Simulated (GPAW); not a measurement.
**Dielectric function and optical constants of LiF (Griceite)**

Wanted: where LiF (Griceite) starts to absorb, how strongly, and its refractive index.

Program: GPAW 26.7.0. Level of theory: DFT, LDA, plane-wave PAW (GPAW data sets), scalar-relativistic, RPA, optical limit. Results are calculated unless marked as measured.

### Step 1. Set-up

The structure is cubic, space group Fm-3m (No. 225). The conventional cell has a = 4.028 Å, b = 4.028 Å, c = 4.028 Å, α = 90.00°, β = 90.00°, γ = 90.00°. F has 6 Li at 2.01 Å nearest. Nearest to Li lie 6 F at 2.01 Å. Farther neighbours and most contacts between anions are not listed.

Structure file:

```cif
data_structure
_symmetry_space_group_name_H-M 'Fm-3m'
_symmetry_Int_Tables_number 225
_cell_length_a 4.0280
_cell_length_b 4.0280
_cell_length_c 4.0280
_cell_angle_alpha 90.000
_cell_angle_beta 90.000
_cell_angle_gamma 90.000
_cell_volume 65.35
loop_
_atom_site_label
_atom_site_type_symbol
_atom_site_symmetry_multiplicity
_atom_site_Wyckoff_symbol
_atom_site_fract_x
_atom_site_fract_y
_atom_site_fract_z
_atom_site_occupancy
F1 F 4 b 0.50000 0.00000 0.00000 1
Li1 Li 4 a 0.00000 0.00000 0.00000 1
```

### Step 2. Ground state

The self-consistent density comes first; it also tells whether there is a gap, which decides the occupations and the need for a Drude term.

This step: DFT, LDA, plane-wave PAW (GPAW data sets), scalar-relativistic, ground state (GPAW 26.7.0).

gs.py

```python
from ase import Atoms
from ase.dft.bandgap import bandgap
from gpaw import GPAW, PW, FermiDirac

atoms = Atoms(['F', 'Li'],
              cell=[[0.000000000000, 2.014000000000, 2.014000000000],
                    [2.014000000000, 0.000000000000, 2.014000000000],
                    [2.014000000000, 2.014000000000, 0.000000000000]],
              scaled_positions=[[0.500000000000, 0.500000000000, 0.500000000000],
                                [0.000000000000, 0.000000000000, 0.000000000000]],
              pbc=[True, True, True])
atoms.calc = GPAW(mode=PW(500), xc='LDA', kpts={'size': (10, 10, 10), 'gamma': True},
                  occupations=FermiDirac(0.05), maxiter=150, txt='gs.txt')
print('energy (eV)', atoms.get_potential_energy())
print('Fermi level (eV)', atoms.calc.get_fermi_level())
print('valence electrons', atoms.calc.get_number_of_electrons())
print('gap (eV)', bandgap(atoms.calc, output=None)[0])
print('direct gap (eV)', bandgap(atoms.calc, direct=True, output=None)[0])
atoms.calc.write('gs.gpw')
```

Started as:

```sh
$ OMP_NUM_THREADS=1 python gs.py
```

Numbers of over 12 decimals in the logs are rounded to 6 here.

Output:

```text
__  _  _
 | _ |_)|_||  |
 |__||  | ||/\| - 26.7.0

Versions:
  Python: 3.12.14
  ASE:    3.29.0
  Numpy:  2.5.5
  Scipy:  1.18.1
  Libxc:  7.0.0

Input parameters:
  mode=PW(ecut=500.0),
  kpts=MonkhorstPack(size=(10, 10, 10), gamma=True),
  maxiter=150,
  occupations=Occupations(name='fermi-dirac', width=0.05, fixmagmom=False),
  xc=XC(name='LDA')

Diagonalizing LCAO Hamiltonian
Converting LCAO to pw mode

              F

       Li

Atoms  # Å, Bohr magnetons
|   | symbol |        x |        y |        z |    initial magnetic moments |
| 0 |      F | 2.014000 | 2.014000 | 2.014000 | ( 0.0000,  0.0000,  0.0000) |
| 1 |     Li | 0.000000 | 0.000000 | 0.000000 | ( 0.0000,  0.0000,  0.0000) |

Unit cell  # Å
| periodic |        x |        y |        z |  lengths |    angles |
|      yes | 0.000000 | 2.014000 | 2.014000 | 2.848226 | 60.000000 |
|      yes | 2.014000 | 0.000000 | 2.014000 | 2.848226 | 60.000000 |
|      yes | 2.014000 | 2.014000 | 0.000000 | 2.848226 | 60.000000 |

Number of symmetries: 48
Symmetry operations  # r_c * U_cc + t_c -> r_c
|    | kind |            matrix            |
|  0 |  σ   |  1, 0, 0,  1, 0,-1,  1,-1, 0 |
|  1 |  C2  |  1, 0, 0,  1,-1, 0,  1, 0,-1 |
|  2 |  E   |  1, 0, 0,  0, 1, 0,  0, 0, 1 |
|  3 |  σ   |  1, 0, 0,  0, 0, 1,  0, 1, 0 |
|  4 |  C4  |  1, 0,-1,  1, 0, 0,  1,-1, 0 |
|  5 |  S6  |  1, 0,-1,  1,-1, 0,  1, 0, 0 |
|  6 |  σ   |  1, 0,-1,  0, 1,-1,  0, 0,-1 |
|  7 |  C3  |  1, 0,-1,  0, 0,-1,  0, 1,-1 |
|  8 |  S6  |  1,-1, 0,  1, 0, 0,  1, 0,-1 |
|  9 |  C4  |  1,-1, 0,  1, 0,-1,  1, 0, 0 |
| 10 |  C3  |  1,-1, 0,  0,-1, 1,  0,-1, 0 |
| 11 |  σ   |  1,-1, 0,  0,-1, 0,  0,-1, 1 |
| 12 |  σ   |  0, 1, 0,  1, 0, 0,  0, 0, 1 |
| 13 |  C4  |  0, 1, 0,  0, 1,-1, -1, 1, 0 |
| 14 |  C3  |  0, 1, 0,  0, 0, 1,  1, 0, 0 |
| 15 |  S6  |  0, 1, 0, -1, 1, 0,  0, 1,-1 |
| 16 |  C2  |  0, 1,-1,  1, 0,-1,  0, 0,-1 |
| 17 |  σ   |  0, 1,-1,  0, 1, 0, -1, 1, 0 |
| 18 |  S4  |  0, 1,-1,  0, 0,-1,  1, 0,-1 |
| 19 |  C4  |  0, 1,-1, -1, 1, 0,  0, 1, 0 |
| 20 |  C3  |  0, 0, 1,  1, 0, 0,  0, 1, 0 |
| 21 |  σ   |  0, 0, 1,  0, 1, 0,  1, 0, 0 |
| 22 |  S6  |  0, 0, 1,  0,-1, 1, -1, 0, 1 |
| 23 |  C4  |  0, 0, 1, -1, 0, 1,  0,-1, 1 |
| 24 |  S4  |  0, 0,-1,  1, 0,-1,  0, 1,-1 |
| 25 |  C3  |  0, 0,-1,  0, 1,-1,  1, 0,-1 |
| 26 |  C2  |  0, 0,-1,  0,-1, 0, -1, 0, 0 |
| 27 |  S6  |  0, 0,-1, -1, 0, 0,  0,-1, 0 |
| 28 |  S4  |  0,-1, 1,  1,-1, 0,  0,-1, 0 |
| 29 |  C4  |  0,-1, 1,  0, 0, 1, -1, 0, 1 |
| 30 |  C2  |  0,-1, 1,  0,-1, 0,  1,-1, 0 |
| 31 |  σ   |  0,-1, 1, -1, 0, 1,  0, 0, 1 |
| 32 |  C3  |  0,-1, 0,  1,-1, 0,  0,-1, 1 |
| 33 |  S6  |  0,-1, 0,  0, 0,-1, -1, 0, 0 |
| 34 |  S4  |  0,-1, 0,  0,-1, 1,  1,-1, 0 |
| 35 |  C2  |  0,-1, 0, -1, 0, 0,  0, 0,-1 |
| 36 |  C2  | -1, 1, 0,  0, 1, 0,  0, 1,-1 |
| 37 |  S6  | -1, 1, 0,  0, 1,-1,  0, 1, 0 |
| 38 |  S4  | -1, 1, 0, -1, 0, 1, -1, 0, 0 |
| 39 |  C3  | -1, 1, 0, -1, 0, 0, -1, 0, 1 |
| 40 |  S6  | -1, 0, 1,  0, 0, 1,  0,-1, 1 |
| 41 |  C2  | -1, 0, 1,  0,-1, 1,  0, 0, 1 |
| 42 |  C3  | -1, 0, 1, -1, 1, 0, -1, 0, 0 |
| 43 |  S4  | -1, 0, 1, -1, 0, 0, -1, 1, 0 |
| 44 |  C2  | -1, 0, 0,  0, 0,-1,  0,-1, 0 |
| 45 |  i   | -1, 0, 0,  0,-1, 0,  0, 0,-1 |
| 46 |  σ   | -1, 0, 0, -1, 1, 0, -1, 0, 1 |
| 47 |  C2  | -1, 0, 0, -1, 0, 1, -1, 1, 0 |

BZ-sampling:
  Number of BZ points: 1000
  Number of IBZ points: 47

  Monkhorst-Pack size: [10, 10, 10]
  Monkhorst-Pack shift: [0.05, 0.05, 0.05]

K-points  # in reciprocal-cell coordinates
|     |                                coordinates |     weight |
|   0 | (  0.00000000,   0.00000000,   0.00000000) | 0.00100000 |
|   1 | (  0.10000000,   0.10000000,   0.00000000) | 0.00600000 |
|   2 | (  0.10000000,   0.10000000,   0.10000000) | 0.00800000 |
|   3 | (  0.20000000,   0.10000000,   0.10000000) | 0.01200000 |
|   4 | (  0.20000000,   0.20000000,   0.00000000) | 0.00600000 |
|   5 | (  0.20000000,   0.20000000,   0.10000000) | 0.02400000 |
|   6 | (  0.20000000,   0.20000000,   0.20000000) | 0.00800000 |
|   7 | (  0.30000000,   0.20000000,   0.10000000) | 0.02400000 |
|   8 | (  0.30000000,   0.20000000,   0.20000000) | 0.02400000 |
|   9 | (  0.30000000,   0.30000000,   0.00000000) | 0.00600000 |
| ... |                                            |            |
|  46 | (  0.50000000,   0.50000000,   0.50000000) | 0.00400000 |

Plane wave coefficients: 424
Cutoff: 500.0 eV

Spin-components: 1 (collinear spins)
Bands:           8
Projectors:      8
Spin-degeneracy: 2
Datatype:        complex128

Parallelization:
  kpt:    1
  domain: 1
  band:   1

Density:
  Valence electrons: 8.0
  Components: 1
  Grid points: [15 15 15]
  Charge: 0.0  # |e|

Potential:
  Grid points: [15 15 15]

species:
  F:
    name:    Fluorine
    id:
    Z:       9.0
    valence: 7
    core:    2
    charge:  0.0  # [|e|]
    compensation charges:
      type: gauss
      rc: 0.20  # [Å]
      lmax: 2
    cutoffs:
      filter: 1.14  # [Å]
      core: 0.74  # [Å]
    projectors
    | kind |    occ | energy [eV] | rcut [Å] |
    |   2s |  2.000 |     -29.647 |    0.635 |
    |   2p |  5.000 |     -11.293 |    0.635 |
    |    s |        |      -2.435 |    0.635 |
    |    p |        |      15.918 |    0.635 |
    |    d |        |       0.000 |    0.635 |

    Using partial waves for F as LCAO basis

  Li:
    name:    Lithium
    id:
    Z:       3.0
    valence: 1
    core:    2
    charge:  0.0  # [|e|]
    compensation charges:
      type: gauss
      rc: 0.33  # [Å]
      lmax: 2
    cutoffs:
      filter: 1.91  # [Å]
      core: 2.55  # [Å]
    projectors
    | kind |    occ | energy [eV] | rcut [Å] |
    |   2s |  1.000 |      -2.874 |    1.058 |
    |   2p |  0.000 |      -1.126 |    1.058 |
    |    s |        |      24.338 |    1.058 |

    Using partial waves for Li as LCAO basis

Reference energy: -2898.567588  # eV

eigensolver:
  PPCG
  Converge bands: occupied
  niter=2

density mixing:
  MSR1-Mixer
  Pratt-step length: 0.05
  Maximum mixing coefficient: 0.75
  Old densities: 10
  SVD Regularization: 0.005
  Good broyden scale: 1.0
  Trust region scale: 1.0
  Backstep threshold: 4.0
  History deletion threshold: 6.0
  Fourier metric: weight=20.0, sigma=0.015

occupation numbers:
  Fermi-Dirac:
    width: 0.0500  # eV

poisson solver:
  ecut: 4000.0  # eV

xc functional:
  name: None

convergence criteria:
- Maximum [total energy] change in last 3 cyles: 0.0005 eV / valence electron
- Maximum integral of absolute [dens]ity change: 0.0001 electrons / valence electron
- Maximum integral of absolute [eigenst]ate change: 4e-08 eV^2 / valence electron
maximum number of iterations: 150

SCF iterations
|iter     |      energy | eigst |  dens |
|iter:   1||  -10.384800 | -0.57 |       |
|iter:   2||  -10.342589 | -2.87 | -1.11 |
|iter:   3||  -10.220349 | -1.57 | -1.15 |
|iter:   4||  -10.220952 | -4.07 | -1.59 |
|iter:   5||  -10.221484c| -4.20 | -1.92 |
|iter:   6||  -10.221489c| -6.55 | -3.11 |
|iter:   7||  -10.221490c| -7.04 | -3.46 |
|iter:   8||  -10.221490c| -8.48c| -5.23c|

Converged in 8 steps
SCF loop duration: 2.697 s (0.337 s/step)
Energy contributions relative to reference atoms: (reference = -2898.567588)

Energy contributions:
  Kinetic:          10.403159
  Coulomb:         -10.423307
  Zero:              0.218876
  External:          0.000000
  Xc:              -10.420218
  Entropy:          -0.000000
  Spinorbit:         0.000000
  ----------------------------
  Free energy:     -10.221490
  Extrapolated:    -10.221490

dipole moment: (-2.320157, -2.320157, -2.320157)  # |e|*Ang

Fermi level: 2.712
Eigenvalues  # (at kpt = [0.000, 0.000, 0.000])
| band index |      eig [eV] | occ [0-2] |
|          0 |       -20.756 |     2.000 |
|          1 |        -1.086 |     2.000 |
|          2 |        -1.086 |     2.000 |
|          3 |        -1.086 |     2.000 |
|          4 |         7.714 |     0.000 |
|          5 |        22.547 |     0.000 |
|          6 |        22.547 |     0.000 |
|          7 |        22.547 |     0.000 |

Gap: 8.794 eV
Transition (v -> c):
  (s=0, k=3, n=3, [0.20, 0.10, 0.10]) -> (s=0, k=0, n=4, [0.00, 0.00, 0.00])
Direct/indirect transitions are different
Direct gap: 8.800 eV
Transition at: (s=0, k=0, n=3, [0.00, 0.00, 0.00])

--- standard output ---
energy (eV) -10.221490
Fermi level (eV) 2.711572
valence electrons 8.0
gap (eV) 8.794004
direct gap (eV) 8.800084
```

The job ended after 4.7 s (1 thread of Arm Neoverse V1, shared host; peak memory 0.11 GiB).

Read-outs, printed or worked out from the files:

| Item | Value |
| --- | --- |
| energy | -10.22 eV |
| Fermi energy | 2.712 eV |
| gap on the k-mesh | 8.794 eV |
| direct gap on the mesh | 8.800 eV |
| electrons | 8 |

There is a gap, 8.79 eV on this mesh (points off the mesh can give less), so no carriers' term is needed.

### Step 3. Bands for the response

The response needs many more empty bands than the density does.

This step: DFT, LDA, plane-wave PAW (GPAW data sets), scalar-relativistic, bands at fixed density (GPAW 26.7.0).

nscf.py

```python
from ase.dft.bandgap import bandgap
from gpaw import GPAW, FermiDirac

calc = GPAW('gs.gpw').fixed_density(kpts={'size': (15, 15, 15), 'gamma': True}, nbands=21, convergence={'bands': 15},
                                    occupations=FermiDirac(0.001), txt='nscf.txt')
print('gap (eV)', bandgap(calc, output=None)[0])
print('direct gap (eV)', bandgap(calc, direct=True, output=None)[0])
print('top band over the Fermi level (eV)', min(calc.get_eigenvalues(kpt=k)[14] for k in range(len(calc.get_ibz_k_points()))) - calc.get_fermi_level())
calc.write('full.gpw', mode='all')
```

Started as:

```sh
$ OMP_NUM_THREADS=1 python nscf.py
```

Output:

```text
Diagonalizing LCAO Hamiltonian
Converting LCAO to pw mode
convergence criteria:
- Maximum integral of absolute [eigenst]ate change: 4e-08 eV^2 / valence electron
maximum number of iterations: 150

SCF iterations
|iter     |      energy | eigst |  dens |
|iter:   1||             | +2.99 |       |
|iter:   2||             | +1.15 |       |
|iter:   3||             | -1.46 |       |
|iter:   4||             | -3.38 |       |
|iter:   5||             | -5.56 |       |
|iter:   6||             | -7.22 |       |
|iter:   7||             | -8.21c|       |
SCF steps: 7
  __  _  _
 | _ |_)|_||  |
 |__||  | ||/\| - 26.7.0

Versions:
  Python: 3.12.14
  ASE:    3.29.0
  Numpy:  2.5.5
  Scipy:  1.18.1
  Libxc:  7.0.0

Input parameters:
  mode=PW(ecut=500.0),
  convergence={'bands': 15},
  gpts=array([15, 15, 15]),
  kpts=MonkhorstPack(size=(15, 15, 15), gamma=True),
  maxiter=150,
  nbands=21,
  occupations=Occupations(name='fermi-dirac', width=0.001, fixmagmom=False),
  parallel={},
  xc=XC(name='LDA')

--- standard output ---
gap (eV) 8.796243
direct gap (eV) 8.800084
top band over the Fermi level (eV) 36.012806
```

Run time: 15 s. Hardware: 1 thread; peak memory 0.14 GiB.

This step gave:

* gap on the k-mesh: 8.796 eV

### Step 4. Dielectric function, RPA

Local fields let the induced charge screen the field inside the cell, which as a rule lowers ε, most along directions where the density is uneven.

This step: DFT, LDA, plane-wave PAW (GPAW data sets), scalar-relativistic, RPA, optical limit (GPAW 26.7.0).

df.py

```python
from gpaw.response.df import DielectricFunction

df = DielectricFunction('full.gpw', frequencies={'type': 'nonlinear', 'domega0': 0.03, 'omega2': 8},
                        ecut=50,
                        eta=0.15,
                        nbands=15,
                        txt='df.txt')
for direction in ['x']:
    df.get_dielectric_function(xc='RPA', direction=direction, filename=f'df_{direction}.csv')
```

Started as:

```sh
$ OMP_NUM_THREADS=1 python df.py
```

Output:

```text
Using integrator: PointIntegrator
NonLinearFrequencyDescriptor(from 0.000 to 65.973 eV, 499 points)
Nonperiodic BCs:  [False False False]
Using integrator: PointIntegrator
NonLinearFrequencyDescriptor(from 0.000 to 65.973 eV, 499 points)
Nonperiodic BCs:  [False False False]

Calculating chi0 body with:
    Ground state adapter containing:
    Number of spins: 1
    Number of kpoints: 3375
    Number of irreducible kpoints: 120
    Number of completely occupied states: 4
    Number of partially occupied states: 4

    Linear response parametrization:
    q_c: [0.0, 0.0, 0.0]
    Number of frequency points: 499
    Planewave cutoff: 50.0
    Number of bands: 15
    Number of planewaves: 15
    Broadening (eta): 0.15

Integrating chi0 body.

Symmetries of q_c:
    Direct symmetries (Uq -> q): 48
    Indirect symmetries (TUq -> q): 0
In total 48 allowed symmetries.

120 groups of equivalent kpoints. 96.444444% reduction.

Integral kind: spectral function

Calculating chi0 optical extensions with:
    Ground state adapter containing:
    Number of spins: 1
    Number of kpoints: 3375
    Number of irreducible kpoints: 120
    Number of completely occupied states: 4
    Number of partially occupied states: 4

    Linear response parametrization:
    Number of frequency points: 499
    Planewave cutoff: 50.0
    Number of bands: 15
    Number of planewaves: 15
    Broadening (eta): 0.15
Integrating chi0 head and wings.

Symmetries of q_c:
    Direct symmetries (Uq -> q): 48
    Indirect symmetries (TUq -> q): 0
In total 48 allowed symmetries.

120 groups of equivalent kpoints. 96.444444% reduction.

Integral kind: spectral function wings
```

Run time: 3.8 s. Hardware: 1 thread; peak memory 0.17 GiB.

Numbers from this step:

| Item | Value |
| --- | --- |
| electronic dielectric constant ε∞, mean over x, y and z (by symmetry where fewer were run) | 1.983 |
| main peak of Im epsilon, first axis | 10.80 eV |

Values under the direct gap are tails of Lorentzian lines. Table of Im ε, E ∥ x by photon energy; read off at these points:

```tsv
photon energy (eV)	Im ε, E ∥ x
0.00	0
0.50	7.2e-4
1.00	0.00146
1.50	0.00222
2.00	0.00304
2.50	0.00393
3.00	0.00491
3.50	0.00602
4.00	0.00730
4.50	0.00883
5.00	0.0107
5.50	0.0130
6.00	0.0160
6.50	0.0201
7.00	0.0260
7.50	0.0353
8.00	0.0525
8.50	0.0998
9.00	0.408
9.50	0.728
10.00	1.07
10.50	1.89
10.81	2.55
11.00	2.34
11.50	2.18
12.00	1.86
12.50	1.52
13.00	1.36
13.50	0.989
```

Re ε, E ∥ x against photon energy:

photon energy (eV), Re ε, E ∥ x and a bar from the least value:
```
      0.0       1.98 #############
      0.5       1.98 #############
      1.0       1.99 #############
      1.5       1.99 #############
      2.0       2.00 #############
      2.5       2.01 #############
      3.0       2.03 #############
      3.5       2.05 ##############
      4.0       2.07 ##############
      4.5       2.10 ##############
      5.0       2.13 ###############
      5.5       2.17 ###############
      6.0       2.22 ################
      6.5       2.28 ################
      7.0       2.35 #################
      7.5       2.45 ###################
      8.0       2.59 ####################
      8.5       2.82 #######################
      9.0       3.13 ###########################
      9.5       3.20 ############################
     10.0       3.30 #############################
     10.5       3.39 ##############################
     11.0       2.19 ###############
     11.5       1.62 ########
     12.0       1.11 ##
     12.5       1.11 ##
     13.0       0.94 
     13.5       1.19 ###
```

The loss function −Im 1/ε at q → 0, E ∥ x has structure finer than the step of the table below, so its rows give means over 0.5 eV, whole bins alone (the curve runs from 0 to 14.0 eV). Peaks (eV: height): 13.08: 0.542.

Values under the direct gap are tails of Lorentzian lines. Table of loss function −Im 1/ε at q → 0, E ∥ x by energy loss; means over each step:

```tsv
energy loss (eV)	loss function −Im 1/ε at q → 0, E ∥ x
0.5	1.8e-4
1.0	3.7e-4
1.5	5.6e-4
2.0	7.6e-4
2.5	9.7e-4
3.0	0.00119
3.5	0.00144
4.0	0.00171
4.5	0.00201
5.0	0.00236
5.5	0.00277
6.0	0.00327
6.5	0.00389
7.0	0.00472
7.5	0.00591
8.0	0.00790
8.5	0.0134
9.0	0.0396
9.5	0.0702
10.0	0.0944
10.5	0.133
11.0	0.222
11.5	0.301
12.0	0.378
12.5	0.410
13.0	0.486
13.5	0.425
```

Table of refractive index n and extinction k by photon energy:

```tsv
photon energy (eV)	n	k
0.0	1.41	0
0.5	1.41	2.6e-4
1.0	1.41	5.2e-4
1.5	1.41	7.9e-4
2.0	1.42	0.00107
2.5	1.42	0.00138
3.0	1.42	0.00172
3.5	1.43	0.00210
4.0	1.44	0.00254
4.5	1.45	0.00305
5.0	1.46	0.00366
5.5	1.47	0.00442
6.0	1.49	0.00538
6.5	1.51	0.00667
7.0	1.53	0.00848
7.5	1.57	0.0113
8.0	1.61	0.0163
8.5	1.68	0.0297
9.0	1.77	0.115
9.5	1.80	0.202
10.0	1.84	0.290
10.5	1.91	0.495
11.0	1.64	0.713
11.5	1.47	0.741
12.0	1.28	0.728
12.5	1.22	0.622
13.0	1.14	0.597
13.5	1.17	0.423
```

Reflectivity at normal incidence, E ∥ x against photon energy; read off at these points:

```tsv
photon energy (eV)	reflectivity at normal incidence, E ∥ x (%)
0.00	2.87
0.50	2.88
1.00	2.89
1.50	2.92
2.00	2.95
2.50	3.00
3.00	3.06
3.50	3.14
4.00	3.23
4.50	3.35
5.00	3.48
5.50	3.65
6.00	3.85
6.50	4.11
7.00	4.43
7.50	4.87
8.00	5.47
8.50	6.45
9.00	7.93
9.50	8.66
10.00	9.67
10.50	12.3
10.74	13.7
11.00	12.3
11.50	11.6
12.00	10.6
12.42	8.69
12.50	8.19
13.00	7.63
13.50	4.25
13.77	4.88
```

Optical constants at common wavelengths, from n + ik = √ε:

```tsv
wavelength (nm)	n	k	R (%)	1/α
1550	1.41	0.000	2.9	299 µm
1064	1.41	0.001	2.9	140 µm
633	1.41	0.001	3.0	48 µm
450	1.42	0.002	3.0	23 µm
405	1.43	0.002	3.1	18 µm
308	1.44	0.003	3.2	9.6 µm
193	1.51	0.006	4.1	2.4 µm
```

Below the direct gap, k and the depth come from the tails of the Lorentzian lines, not from transitions.

### Step 5. What came out

```
electronic dielectric constant ε∞, mean over x, y and z (by symmetry where fewer were run) (RPA) : 1.98
main peak of Im epsilon, first axis                                                              : 10.8 eV
```

What this shows: At this level (LDA, RPA) LiF has ε∞ = 1.98 and n = 1.41 at 1550 nm, and Im ε peaks at 10.8 eV. On the mesh the gap is 8.80 eV and the least direct gap 8.80 eV. Local fields change the static value along x from 2.05 to 1.98 (-3 %). Distinct maxima of Im ε, read by a parabola through the highest points, lie at 10.80 eV (2.6), 11.19 eV (2.5), 12.37 eV (1.6) and 13.78 eV (1.1). Excitons and phonon-assisted transitions are missing; LDA gaps are as a rule too small, which pulls the onset down and ε∞ up. The sum runs over mesh points, so small or evenly spaced maxima can still be ripples of the mesh. In this version of GPAW the matrix elements of the optical limit are incomplete, which can lower ε − 1 by up to a tenth where first-row anions or d states rule, and shift it by more in d metals.

[Machine, clock and banner lines and Python warnings are left out of the logs.]

[Logs are printed without paths, hosts, clocks, repeated set-up lines and the standing remarks that a program may print on its own settings, such as how far it seeks lower states.]

[Hosts, paths, dates, database ids (printed as entryN), source tags and the programs' standing remarks are cut or masked in the printed files.]
